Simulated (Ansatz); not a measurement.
**Rb2CoAgF6 (Fm-3m): converging the G0W0 gap**

Aim: see how the G0W0 gap of Rb2CoAgF6 (Fm-3m) on PBE moves with empty bands and screening cutoff, and what each rung costs.

Method: G0W0 on PBE, plane waves, PAW; PAW set soft_1, in Ansatz 0.2.0.

Report form: the programs' logs are mostly left out.

In doubt: one-shot GW on d or f shells is unsure (steps 2, 3, 4, 5, 6, 7), so the values of those runs are not to be relied on.

## 1. Starting point

The structure is cubic, space group Fm-3m (No. 225). Conventional cell: a = 8.604 Å, b = 8.604 Å, c = 8.604 Å, α = 90.00°, β = 90.00°, γ = 90.00°. Rb has 12 F at 3.05 Å nearest. Co has 6 F at 1.90 Å nearest. Ag has 6 F at 2.41 Å nearest. Nearest to F lie 1 Co at 1.90 Å and 1 Ag at 2.41 Å and 4 Rb at 3.05 Å. Farther neighbours and most contacts between anions are not listed.

The cell and positions are those that the Materials Project relaxed with its own functionals (PBE, PBE+U or r2SCAN), kept fixed.

## 2. 143 empty bands, screening to 54 eV

Now the one-shot GW correction: screening in the RPA, then the self-energy of the levels asked for. This step takes PAW set soft_1 files.

The input, input.yaml:

```yaml
crystal:
  lattice:
    - [0.0, 4.3018226235, 4.3018226235]
    - [4.3018226235, 0.0, 4.3018226235]
    - [4.3018226235, 4.3018226235, 0.0]
  atoms:
    - { symbol: Rb, position: [0.25, 0.25, 0.25] }
    - { symbol: Rb, position: [0.75, 0.75, 0.75] }
    - { symbol: Co, position: [0.0, 0.0, 0.0] }
    - { symbol: Ag, position: [0.5, 0.5, 0.5] }
    - { symbol: F, position: [0.220346, 0.220346, 0.779654] }
    - { symbol: F, position: [0.220346, 0.779654, 0.779654] }
    - { symbol: F, position: [0.779654, 0.779654, 0.220346] }
    - { symbol: F, position: [0.220346, 0.779654, 0.220346] }
    - { symbol: F, position: [0.779654, 0.220346, 0.779654] }
    - { symbol: F, position: [0.779654, 0.220346, 0.220346] }
kpoints:
  mp_grid: { grid: [4, 4, 4] }
hamiltonian:
  xc: pbe
  pseudopotentials: { kind: paw, azcp: { folder: soft_1 } }
scf:
  occupations: { method: fixed }
gw:
  n_empty_bands: 143
  ecut_chi: 54
  qp_bands: [v3, c3]
  qp_kpoints: band_edges
  screening: { model: contour_deformation }
```

On the command line:

```console
> ansatz run input.yaml --threads 2 --pin off --max-ram 92160MiB --backend cuda --events-out ev --progress --plain --runs-dir out --devices 1 --max-vram 13GiB
```

Run time: 27 s. Hardware: 1 × NVIDIA H100 80GB HBM3 (shared by 6 runs) with 2 threads of AMD EPYC 7R13 (Zen 3), shared host; peak memory 1.2 GiB; 35 s of CPU time.

Numbers from this step:

```
bands summed                                 : 191
RPA ε∞ on this mesh (eigenvalues)            : 3.577, 3.577, 3.577
plane waves in the screening matrix          : 137
q-points in the mesh                         : 64
G0W0 gap on the mesh                         : 3.362 eV
k of the valence top                         : 0, -0.5, -0.5
k of the conduction bottom                   : 0, -0.5, -0.5
starting gap on the mesh                     : 0.9315 eV
Z at the valence top                         : 0.6038
Z at the conduction bottom                   : 0.6617
least direct G0W0 gap on the computed points : 3.362 eV
```

The gap on the mesh goes from 0.93 eV to 3.36 eV, a correction of +2.43 eV. The program marks an edge row as in doubt. Between the two edge states, bare exchange in place of the xc potential would open the gap by 17.09 eV, and correlation takes back 14.66 eV.

## 3. 405 empty bands, screening to 108 eV

Another rung: the empty bands reach about as high as the screening cutoff, so the two stay in balance.

input.yaml: that of step 2 with these lines changed.

```diff
@@ -24,4 +24,4 @@
 gw:
-  n_empty_bands: 143
-  ecut_chi: 54
+  n_empty_bands: 405
+  ecut_chi: 108
   qp_bands: [v3, c3]
```

Wall time 48 s (1 × NVIDIA H100 80GB HBM3 (shared by 6 runs) with 2 threads); peak memory 1.7 GiB; 73 s of CPU time.

Numbers from this step:

* bands summed: 453
* RPA ε∞ on this mesh (eigenvalues): 3.570, 3.570, 3.570
* plane waves in the screening matrix: 411
* q-points in the mesh: 64
* G0W0 gap on the mesh: 2.708 eV
* k of the valence top: 0, -0.5, -0.5
* k of the conduction bottom: 0, -0.5, -0.5
* starting gap on the mesh: 0.9315 eV
* Z at the valence top: 0.5923
* Z at the conduction bottom: 0.6536
* least direct G0W0 gap on the computed points: 2.708 eV

Against the run with 4×4×4 mesh, 143 empty bands, screening to 54 eV, PAW set soft_1 files, the gap moves by −0.65 eV.

## 4. 873 empty bands, screening to 180 eV

input.yaml: that of step 3 with these lines changed.

```diff
@@ -24,4 +24,4 @@
 gw:
-  n_empty_bands: 405
-  ecut_chi: 108
+  n_empty_bands: 873
+  ecut_chi: 180.0
   qp_bands: [v3, c3]
```

Wall time 49 s (1 × NVIDIA H100 80GB HBM3 (shared by 6 runs) with 2 threads); peak memory 3.1 GiB.

This step gave:

- bands summed: 921
- RPA ε∞ on this mesh (eigenvalues): 3.547, 3.547, 3.547
- plane waves in the screening matrix: 893
- G0W0 gap on the mesh: 2.557 eV
- k of the valence top: 0, -0.5, -0.5
- k of the conduction bottom: 0, -0.5, -0.5
- starting gap on the mesh: 0.9315 eV
- least direct G0W0 gap on the computed points: 2.557 eV

Against the run with 4×4×4 mesh, 405 empty bands, screening to 108 eV, PAW set soft_1 files, the gap moves by −0.15 eV.

## 5. Changing the k mesh: 2×2×2 mesh, 405 empty bands, screening to 108 eV, PAW set soft_1 files

Only the mesh changes. It samples the long-range screening, which converges on its own terms. Bands and cutoff differ from the step before, so it is read against an earlier run that matches them.

input.yaml: that of step 4 with these lines changed.

```diff
@@ -17,3 +17,3 @@
 kpoints:
-  mp_grid: { grid: [4, 4, 4] }
+  mp_grid: { grid: [2, 2, 2] }
 hamiltonian:
@@ -24,4 +24,4 @@
 gw:
-  n_empty_bands: 873
-  ecut_chi: 180.0
+  n_empty_bands: 405
+  ecut_chi: 108
   qp_bands: [v3, c3]
```

It took 15 s on 1 × NVIDIA H100 80GB HBM3 (shared by 6 runs) with 2 threads; peak memory 1.3 GiB.

This step gave:

- bands summed: 453
- RPA ε∞ on this mesh (eigenvalues): 4.077, 4.077, 4.077
- plane waves in the screening matrix: 411
- G0W0 gap on the mesh: 2.689 eV
- k of the valence top: 0, -0.5, -0.5
- k of the conduction bottom: 0, -0.5, -0.5
- starting gap on the mesh: 0.9391 eV
- least direct G0W0 gap on the computed points: 2.689 eV

Against the run with 4×4×4 mesh, 405 empty bands, screening to 108 eV, PAW set soft_1 files, the gap moves by −0.019 eV.

## 6. Changing the frequency model: 4×4×4 mesh, 873 empty bands, screening to 180 eV, plasmon pole, PAW set soft_1 files

A plasmon pole stands in for the full frequency dependence of the screening; this run shows what that costs in accuracy. Bands and cutoff differ from the step before, so it is read against an earlier run that matches them.

input.yaml: that of step 5 with these lines changed.

```diff
@@ -17,3 +17,3 @@
 kpoints:
-  mp_grid: { grid: [2, 2, 2] }
+  mp_grid: { grid: [4, 4, 4] }
 hamiltonian:
@@ -24,6 +24,6 @@
 gw:
-  n_empty_bands: 405
-  ecut_chi: 108
+  n_empty_bands: 873
+  ecut_chi: 180.0
   qp_bands: [v3, c3]
   qp_kpoints: band_edges
-  screening: { model: contour_deformation }
+  screening: { model: godby_needs }
```

Wall time 88 s (1 × NVIDIA H100 80GB HBM3 (shared by 6 runs) with 2 threads); peak memory 6.1 GiB.

Numbers from this step:

```yaml
bands_summed: 921
plasmon_pole_fit_frequency: 28.83 eV
rpa_eps_infinity_on_this_mesh_eigenvalues: 3.547, 3.547, 3.547
plane_waves_in_the_screening_matrix: 893
g0w0_gap_on_the_mesh: 2.905 eV
k_of_the_valence_top: 0, -0.5, -0.5
k_of_the_conduction_bottom: 0, -0.5, -0.5
starting_gap_on_the_mesh: 0.9315 eV
least_direct_g0w0_gap_on_the_computed_points: 2.905 eV
```

Against the run with 4×4×4 mesh, 873 empty bands, screening to 180 eV, PAW set soft_1 files, the gap moves by +0.35 eV.

## 7. Changing the files and raising the bands: 4×4×4 mesh, 1294 empty bands, screening to 234 eV, hard PAW files

Other atomic data (hard PAW) test the pseudisation: the cutoff goes from 420 to 1050 eV, with the same valence electrons. Bands and screening cutoff change too, so the step is no clean test of the files.

This step: G0W0 on PBE, plane waves, PAW.

input.yaml: that of step 6 with these lines changed.

```diff
@@ -20,3 +20,3 @@
   xc: pbe
-  pseudopotentials: { kind: paw, azcp: { folder: soft_1 } }
+  pseudopotentials: { kind: paw, source: ansatz }
 scf:
@@ -24,6 +24,6 @@
 gw:
-  n_empty_bands: 873
-  ecut_chi: 180.0
+  n_empty_bands: 1294
+  ecut_chi: 234.0
   qp_bands: [v3, c3]
   qp_kpoints: band_edges
-  screening: { model: godby_needs }
+  screening: { model: contour_deformation }
```

The job ended after 3.5 min (1 × NVIDIA H100 80GB HBM3 (shared by 6 runs) with 2 threads; peak memory 7.3 GiB).

Numbers from this step:

| Item | Value |
| --- | --- |
| bands summed | 1342 |
| RPA ε∞ on this mesh (eigenvalues) | 3.536, 3.536, 3.536 |
| plane waves in the screening matrix | 1291 |
| G0W0 gap on the mesh | 2.553 eV |
| k of the valence top | 0, -0.5, -0.5 |
| k of the conduction bottom | 0, -0.5, -0.5 |
| starting gap on the mesh | 0.9348 eV |
| least direct G0W0 gap on the computed points | 2.553 eV |

Against the run with 4×4×4 mesh, 873 empty bands, screening to 180 eV, PAW set soft_1 files, the gap moves by −0.004 eV.

## 8. Convergence and cost

Times are wall times on 1 × NVIDIA H100 80GB HBM3 (shared by 6 runs) with 2 threads of AMD EPYC 7R13 (Zen 3), shared host, good to a factor of about two.

```csv
mesh,files,frequency,bands summed,cutoff (eV),start (eV),G0W0 (eV),time,host memory (GiB)
4×4×4,PAW set soft_1,contour deformation,191,54,0.932,3.362,27 s,1.2
4×4×4,PAW set soft_1,contour deformation,453,108,0.932,2.708,48 s,1.7
4×4×4,PAW set soft_1,contour deformation,921,180,0.932,2.557,49 s,3.1
2×2×2,PAW set soft_1,contour deformation,453,108,0.939,2.689,15 s,1.3
4×4×4,PAW set soft_1,plasmon pole,921,180,0.932,2.905,88 s,6.1
4×4×4,hard PAW,contour deformation,1342,234,0.935,2.553,3.5 min,7.3
```

How the two edges are built up, in eV (the quasiparticle level is the starting level plus Σx plus Σc less Vxc):

```csv
run,edge,start,Σx,Σc,Vxc,Z,QP
191 bands,valence top,5.60,-42.22,8.55,-33.02,0.60,4.96
191 bands,conduction bottom,6.54,-21.47,-6.11,-29.37,0.66,8.32
453 bands,valence top,5.60,-42.22,8.86,-33.02,0.59,5.27
453 bands,conduction bottom,6.54,-21.47,-6.46,-29.37,0.65,7.98
921 bands,valence top,5.60,-42.22,8.84,-33.02,0.58,5.25
921 bands,conduction bottom,6.54,-21.47,-6.62,-29.37,0.65,7.81
```

## 9. What came out

```json
{"191 bands, 54 eV": "3.362 eV", "453 bands, 108 eV": "2.708 eV", "921 bands, 180 eV": "2.557 eV", "mesh and start": "4×4×4, PBE"}
```

In words: From 191 to 921 bands the gap moves by −0.81 eV. Σc changes by +0.29 eV at the valence top and −0.51 eV at the conduction bottom, so both edges matter. On the 2×2×2 mesh in place of 4×4×4 the gap differs by −0.02 eV, of which +0.01 eV is already in the start. The plasmon-pole model gives +0.35 eV against contour deformation, 21 % of the correction, and saved no time in this program. With hard PAW files and 1342 bands the gap is 2.55 eV. The runs have no spin polarisation. For a closed low-spin shell that is the natural state; where a d or f shell is open it is a constraint, and the gap is then not the crystal's own. A d shell, filled or nearly so, lies near the gap. One-shot GW converges very slowly in bands there, not always from below, and on a semilocal start the gap tends to come out low; starts rich in exact exchange can overshoot instead. With d states at the gap, one-shot GW leans hard on its start. The many-body steps are scalar-relativistic: spin-orbit coupling is not in them. The program marks a band-edge row as in doubt, so the gap is less sure than its digits.

[Paths, hosts, dates, memory and timing lines, banners, echoed tables and standing remarks are left out of the program output.]

[Logs are printed without paths, hosts, clocks, repeated set-up lines and the standing remarks that a program may print on its own settings, such as how far it seeks lower states.]

[Runs of the session that timed out or met a known fault of the program may be left out.]

[Cells called generated may have been cut or substituted from an entry of the Crystallography Open Database or the Materials Project.]

[Hosts, paths, dates, database ids (printed as entryN), source tags and the programs' standing remarks are cut or masked in the printed files.]
